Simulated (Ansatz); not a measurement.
# Sc3BC (built on the sites of a database entry of Sc3InC): following an unstable mode, part 2 of 2

Which phase does Sc3BC (built on the sites of a database entry of Sc3InC) fall into along its unstable mode, and how much energy does it gain?

Ansatz 0.2.0; DFT LDA, scalar-relativistic, plane waves, PAW.

So far, highest frequency on the path or at a solved wavevector (cm⁻¹): step 2 (phonons on a q mesh) 666. Also lowest frequency on the path (cm⁻¹): step 2 -131.

The structure was built from a prototype and need not be the compound's stable phase.

## (4) The mode frozen in, largest atomic shift 0.6 Å

The atoms are moved along the unstable eigenvector, the largest shift by 0.6 Å, with the cell fixed.

Contents of input.yaml:

```yaml
crystal:
  lattice:
    - [4.2666960729, 4.2666960729, 0.0]
    - [4.2666960729, 0.0, 4.2666960729]
    - [4.2666960729, 0.0, -4.2666960729]
  atoms:
    - { symbol: Sc, position: [0.0, 0.5, 0.0] }
    - { symbol: Sc, position: [0.0, 0.0, 0.5] }
    - { symbol: Sc, position: [0.5, 0.0703120154, 0.4296879846] }
    - { symbol: Sc, position: [0.5, 0.4296879846, 0.0703120154] }
    - { symbol: Sc, position: [0.5, -0.0703120154, 0.9296879846] }
    - { symbol: Sc, position: [0.5, 0.5703120154, 0.5703120154] }
    - { symbol: B, position: [0.0, 0.0, 0.0] }
    - { symbol: B, position: [0.0, 0.5, 0.5] }
    - { symbol: C, position: [0.5, 0.25, 0.75] }
    - { symbol: C, position: [0.5, 0.75, 0.25] }
kpoints:
  mp_grid: { grid: [8, 8, 8] }
hamiltonian:
  xc: lda
scf:
  occupations: { method: methfessel_paxton, width: 0.2 }
output:
  forces: true
  stress: true
  eigenvalues: true
```

Run with:

```console
$ ansatz run input.yaml --threads 8 --pin off --max-ram 14336MiB --backend cpu --events-out ev --progress --plain --runs-dir out
```

Numbers of over 12 decimals in the logs are rounded to 6 here.

Log:

```text
[...]
Crystal: 10 atoms, lattice volume = 155.348 Å³
Basis set: ecut = 420 eV, 3071 PW (Γ)
Bands: 50, of which v1, the nominal top of the filled ones, is band 40 counted from 1 (39 counted from 0)
Symmetry: 16 space group operations
[...]
k-points: 59 of 512
[...]
k-point 0: bands = [... 36 lower, 9.4133, 9.9056, 9.9410, 10.4232, 10.4232, 10.4500, 10.6392, 10.6392, ... 6 higher]
  k-point 1: bands = [... 36 lower, 9.3279, 9.7675, 10.0001, 10.0487, 10.3790, 10.5233, 10.7380, 10.8121, ... 6 higher]
  k-point 2: bands = [... 36 lower, 9.2531, 9.5025, 9.5833, 9.8229, 10.4913, 10.6166, 10.9805, 11.1098, ... 6 higher]
  k-point 58: bands = [... 36 lower, 9.3927, 9.3927, 9.5195, 9.5195, 11.1431, 11.4251, 11.6239, 11.6239, ... 6 higher]
[key lines of the parts left out:]
SCF converged after 7 iterations
Free energy (F): -13322.170197 eV
Fermi energy:    10.202380 eV
P = ⅓ Tr σ = -2.3938 GPa (-23.938 kbar)
```

It took 2.6 s on 8 threads of Intel Xeon Platinum 8488C (Sapphire Rapids), shared host; peak memory 0.95 GiB; 19 s of CPU time.

This step gave:

* pressure: -2.394 GPa
* energy from the undistorted cell: -93.00 meV/atom

The energy, extrapolated to zero smearing, is -93.00 meV/atom against the undistorted cell.

The run ends at a pressure of -2.39 GPa, with forces up to 4.8e-4 eV/Å.

## (5) Energy along the mode, all amplitudes (two of the runs are shown above)

An imaginary frequency means negative curvature, so the energy should fall and then rise again as anharmonic terms take over.

This step gave:

```
depth at the lowest point sampled  : 93.00 meV/atom
largest atomic shift at that point : 0.6 Å
```

Energy from the parent against largest atomic shift:

| largest atomic shift (Å) | energy from the parent (meV/atom) |
| --- | --- |
| 0.000 | 0 |
| 0.040 | -0.866 |
| 0.080 | -3.44 |
| 0.140 | -10.3 |
| 0.220 | -24.3 |
| 0.320 | -46.6 |
| 0.450 | -75.9 |
| 0.600 | -93.0 |

Displacement at unit largest shift by atom:

| atom | x (Å) | y (Å) | z (Å) | size |
| --- | --- | --- | --- | --- |
| Sc1 | 0.00 | 0.00 | 0.00 | 0.00 |
| Sc2 | 0.00 | 0.00 | 0.00 | 0.00 |
| Sc3 | 0.00 | 0.00 | 1.00 | 1.00 |
| Sc4 | 0.00 | 0.00 | -1.00 | 1.00 |
| Sc5 | -1.00 | 0.00 | 0.00 | 1.00 |
| Sc6 | 1.00 | 0.00 | 0.00 | 1.00 |
| B7 | 0.00 | 0.00 | 0.00 | 0.00 |
| B8 | 0.00 | 0.00 | 0.00 | 0.00 |
| C9 | 0.00 | 0.00 | 0.00 | 0.00 |
| C10 | 0.00 | 0.00 | 0.00 | 0.00 |

The lowest of the steps tried is the last one, at 0.6 Å, 93.0 meV/atom below the parent; the bottom of the well need not coincide with a step.

## (6) Relaxation from the frozen mode

Starting from the lowest point found, all atoms and the cell are let go, so that strain and other modes of the same symmetry can join in.

input.yaml, as its differences from that of step 4:

```diff
@@ -26 +26,6 @@
   eigenvalues: true
+relax:
+  adjacent_minimum: "off"
+  f_tol: 0.002
+  max_steps: 120
+  cell: { stress_tol: 0.03 }
```

Log:

```text
[...]
Crystal: 10 atoms, lattice volume = 155.348 Å³
Basis set: ecut = 420 eV, 3071 PW (Γ)
Bands: 50, of which v1, the nominal top of the filled ones, is band 40 counted from 1 (39 counted from 0)
Symmetry: 16 space group operations
[...]
k-points: 59 of 512
[...]
SCF iter   1: F=—  HF=-13322.185327 eV  |F-HF|=—  |Δ(HF+E_count)|=         —  Δρ=6.57e-3  dr2=6.89e-2  ethr=1.77e-3  ⟨swp⟩=4.7  Hψ=11208  notcnv=0
[...]
SCF iter   7: F=-13322.170197 eV  HF=-13322.170198 eV  |F-HF|=5.41e-8  |Δ(HF+E_count)|=   1.15e-7  S|Δr|=    0.00e0  Δρ=7.04e-6  dr2=9.46e-8  ethr=1.25e-10  ⟨swp⟩=8.0  Hψ=10853  notcnv=0
SCF 1 converged in 7 iterations: F = -13322.170197 eV  dr2 = 9.46e-8
[...]
relax step   1: F+E_penalty+E_count = -13322.17019746 eV  Δ(F+E_penalty+E_count) = +0.000e0 eV  max|allowed force component| = 4.778e-4 eV/Å  Δτ_max = 0.0000 Å  P = -2.394 GPa  Ω = 155.348 Å³  (7 SCF iters, dr2 threshold 1.00e-7 eV, accepted)
Crystal: 10 atoms, lattice volume = 149.759 Å³
Basis set: ecut = 420 eV, 2895 PW (Γ)
[...]
SCF iter   6: F=-13322.193123 eV  HF=-13322.193124 eV  |F-HF|=3.25e-7  |Δ(HF+E_count)|=   2.20e-6  S|Δr|=    0.00e0  Δρ=2.16e-5  dr2=7.89e-7  ethr=1.25e-9  ⟨swp⟩=5.1  Hψ=11370  notcnv=0
SCF 2 converged in 6 iterations: F = -13322.193123 eV  dr2 = 7.89e-7
relax step   2: F+E_penalty+E_count = -13322.19312334 eV  Δ(F+E_penalty+E_count) = -2.293e-2 eV  max|allowed force component| = 1.503e-1 eV/Å  Δτ_max = 0.0376 Å  P = +1.721 GPa  Ω = 149.759 Å³  energy of the carried Pulay correction = +3.880e-3 eV  (6 SCF iters, dr2 threshold 1.00e-6 eV, accepted)
Crystal: 10 atoms, lattice volume = 152.065 Å³
Basis set: ecut = 420 eV, 2955 PW (Γ)
[...]
SCF iter   6: F=-13322.212698 eV  HF=-13322.212698 eV  |F-HF|=1.67e-7  |Δ(HF+E_count)|=   2.96e-7  S|Δr|=    0.00e0  Δρ=1.10e-5  dr2=2.65e-7  ethr=1.25e-9  ⟨swp⟩=6.4  Hψ=11100  notcnv=0
SCF 3 converged in 6 iterations: F = -13322.212698 eV  dr2 = 2.65e-7
relax step   3: F+E_penalty+E_count = -13322.21269813 eV  Δ(F+E_penalty+E_count) = -1.957e-2 eV  max|allowed force component| = 3.633e-2 eV/Å  Δτ_max = 0.0243 Å  P = -0.061 GPa  Ω = 152.065 Å³  energy of the carried Pulay correction = +2.260e-3 eV  (6 SCF iters, dr2 threshold 1.00e-6 eV, accepted)
[...]
relax step   4: F+E_penalty+E_count = -13322.21315257 eV  Δ(F+E_penalty+E_count) = -4.544e-4 eV  max|allowed force component| = 2.770e-2 eV/Å  Δτ_max = 0.0115 Å  P = +0.079 GPa  Ω = 151.912 Å³  energy of the carried Pulay correction = +2.365e-3 eV  (6 SCF iters, dr2 threshold 1.23e-7 eV, accepted)
[...]
relax step   5: F+E_penalty+E_count = -13322.21341057 eV  Δ(F+E_penalty+E_count) = -2.580e-4 eV  max|allowed force component| = 4.834e-4 eV/Å  Δτ_max = 0.0051 Å  P = -0.001 GPa  Ω = 151.992 Å³  energy of the carried Pulay correction = +2.310e-3 eV  (6 SCF iters, dr2 threshold 4.80e-8 eV, accepted)
[...]
SCF iter   5: F=-13322.211380 eV  HF=-13322.211380 eV  |F-HF|=3.64e-12  |Δ(HF+E_count)|=    0.00e0  S|Δr|=    0.00e0  Δρ=8.33e-8  dr2=1.01e-11  ethr=1.00e-12  ⟨swp⟩=4.2  Hψ=8886  notcnv=0
SCF 6 converged in 5 iterations: F = -13322.211380 eV  dr2 = 1.01e-11
relax step   6: F+E_penalty+E_count = -13322.21138043 eV  Δ(F+E_penalty+E_count) = +2.030e-3 eV  max|allowed force component| = 4.406e-4 eV/Å  Δτ_max = 0.0000 Å  P = -0.020 GPa  Ω = 151.992 Å³  stress off target by 2.43e-2 GPa  SCF on the basis re-selected at this cell (its energy is not comparable with the rows above)  (5 SCF iters)
basis re-selected at this cell: Δ(F+E_penalty+E_count) = +2.030e-3 eV, ΔP = -0.019 GPa vs the last step (what re-selecting the basis moved, of the pressure what is left beyond the Pulay correction that the steps carried, after the strain that the cell walked since its last selection, with what the two solves' SCF thresholds leave and, on support functions, any second-order correction that the steps lacked; it is no measure of the basis error at this ecutwfc). The dense FFT grid was sized anew with the basis: this SCF ran on 45×40×40 points, the steps before it on 45×45×45, so part of this shift can come from that change (see relax.cell in the input reference). [rest of the remark cut]
SCF converged after 5 iterations
[...]
Free energy (F): -13322.211380 eV
[...]
Internal energy: -13322.222009 eV  (E = F + TS)
E sigma→0 (E₀):  -13322.214037 eV
Entropy (-TS):   0.010628 eV (1.063 meV/atom)
Fermi energy:    10.459916 eV
[...]
--- Forces (eV/Å), atoms counted from 1 ---
  atom   1  Sc     0.00000000     0.00000000    -0.00000000
  atom   2  Sc     0.00000000    -0.00000000     0.00000000
  atom   3  Sc     0.00000000    -0.00000000     0.00044058
  atom   4  Sc     0.00000000     0.00000000    -0.00044058
  atom   5  Sc    -0.00044058     0.00000000     0.00000000
  atom   6  Sc     0.00044058    -0.00000000    -0.00000000
  atom   7  B      0.00000000    -0.00000000     0.00000000
  atom   8  B      0.00000000     0.00000000    -0.00000000
  atom   9  C      0.00000000     0.00000000    -0.00000000
  atom  10  C      0.00000000     0.00000000    -0.00000000
  max |Σ_I F_I| component: 1.14e-28 eV/Å
--- Stress (GPa, compression-positive) ---
       -0.024275       0.000000      -0.000000
        0.000000      -0.010887      -0.000000
       -0.000000      -0.000000      -0.024275
  P = ⅓ Tr σ = -0.0198 GPa (-0.198 kbar)
--- Band table (eV; the first three rows and the last of 59) ---
  k-point 0: bands = [... 36 lower, 9.6138, 10.1733, 10.1915, 10.6957, 10.7067, 10.7067, 10.9166, 10.9166, ... 6 higher]
  k-point 1: bands = [... 36 lower, 9.6324, 10.0426, 10.2379, 10.3344, 10.6222, 10.8138, 11.0114, 11.0907, ... 6 higher]
  k-point 2: bands = [... 36 lower, 9.5366, 9.7800, 9.8580, 10.0740, 10.7283, 10.8952, 11.2499, 11.4002, ... 6 higher]
  k-point 58: bands = [... 36 lower, 9.6737, 9.6737, 9.7930, 9.7930, 11.4150, 11.7526, 11.8864, 11.9021, ... 6 higher]
--- Relaxed structure (5 steps of the walk, 5 accepted, 1 SCFs on fresh bases) ---
  F+E_penalty+E_count = -13322.21138043 eV   max|allowed force component| = 4.406e-4 eV/Å   (the final SCF, on the basis selected at the relaxed cell)
  cell:  # Å, volume = 151.9919 Å³
    - [4.214650, 4.278262, 0.0]
    - [4.214650, 0.0, 4.214650]
    - [4.214650, 0.0, -4.214650]
  atoms:
    - { symbol: Sc, position: [0, 0.500000, 0.0] }
    - { symbol: Sc, position: [0, 0.0, 0.500000] }
    - { symbol: Sc, position: [0.5, 0.071117, 0.428883] }
    - { symbol: Sc, position: [0.5, 0.428883, 0.071117] }
    - { symbol: Sc, position: [0.5, -0.071117, 0.928883] }
    - { symbol: Sc, position: [0.5, 0.571117, 0.571117] }
    - { symbol: B, position: [0, 0, 0] }
    - { symbol: B, position: [0, 0.500000, 0.500000] }
    - { symbol: C, position: [0.5, 0.250000, 0.75] }
    - { symbol: C, position: [0.5, 0.75, 0.250000] }
```

It took 16 s on 8 threads; peak memory 1 GiB.

Step by step:

| step | energy less that of the first step (eV) | largest force component (eV/Å) | pressure (GPa) | volume (Å³) |
| --- | --- | --- | --- | --- |
| 1 | 0.0000 | 0.0005 | -2.39 | 155.35 |
| 2 | -0.0229 | 0.1503 | 1.72 | 149.76 |
| 3 | -0.0425 | 0.0363 | -0.06 | 152.06 |
| 4 | -0.0430 | 0.0277 | 0.08 | 151.91 |
| 5 | -0.0432 | 0.0005 | 0.00 | 151.99 |
| 6* | -0.0412 | 0.0004 | -0.02 | 151.99 |

Relaxation steps marked * repeat the geometry before them on a plane-wave basis chosen anew for their cell, so energy and pressure can jump there.

Forces are held to the 16 operations that the run works with; a distortion that breaks them can't arise in this run.

| conventional cell, symmetrised | before | after | change |
| --- | --- | --- | --- |
| a (Å) | 6.034 | 5.960 | -1.2 % |
| b (Å) | 6.034 | 5.960 | -1.2 % |
| c (Å) | 8.533 | 8.557 | +0.3 % |
| volume (Å³/atom) | 15.53 | 15.20 | -2.2 % |

The relaxed structure:

```
Sc B C
1.0
     4.21465    4.27826    0.00000
     4.21465    0.00000    4.21465
     4.21465    0.00000   -4.21465
Sc B C
6 2 2
Direct
  0.00000 0.50000 0.00000
  0.00000 0.00000 0.50000
  0.50000 0.07112 0.42888
  0.50000 0.42888 0.07112
  0.50000 0.92888 0.92888
  0.50000 0.57112 0.57112
  0.00000 0.00000 0.00000
  0.00000 0.50000 0.50000
  0.50000 0.25000 0.75000
  0.50000 0.75000 0.25000
```

Numbers from this step:

```yaml
pressure: -0.01981 GPa
volume_per_atom: 15.20 Å³
```

The distorted start has space group I4/mcm; the relaxation ends in I4/mcm.

## (7) Results

| Quantity | Value |
| --- | --- |
| unstable mode of the parent | q = (-0.5, -0.5, -0.5), 129i cm⁻¹ |
| depth at the lowest point sampled | 93.0 meV/atom |
| largest atomic shift at that point | 0.6 Å |
| space group reached (within 0.01 Å) | I4/mcm |
| energy gained over the parent (first relaxation, on the mesh of the frozen mode) | 97.1 meV/atom |
| volume per atom, phase reached | 15.2 Å³ |

**Reading.** Along this mode the structure falls into I4/mcm, 97.1 meV/atom below the parent. At the parent's cell the well is 93.00 meV/atom deep on the steps tried, with its lowest point at a shift of 0.6 Å. That is the last step tried, so the steps alone don't bracket the bottom of the well. Relaxing atoms and cell changes the gain by +4.10 meV/atom against the lowest step (energies at zero smearing). The modes of the phase reached were not computed on this path. Of the 4 patterns followed to their end from this parent, this one ends 75.7 meV/atom above the lowest, Imma. Each path keeps the symmetry of its pattern, so a lower phase may lie along a pattern not tried. With no gap, or one that is small against the smearing, the frequencies hang on the k mesh and the smearing, most of all near Kohn anomalies. The starting cell was built on a prototype and not taken from a measurement, so the phase need not exist.

[Logs are printed without paths, hosts, clocks, repeated set-up lines and the standing remarks that a program may print on its own settings, such as how far it seeks lower states.]

[Hosts, paths, dates, database ids (printed as entryN), source tags and the programs' standing remarks are cut or masked in the printed files.]
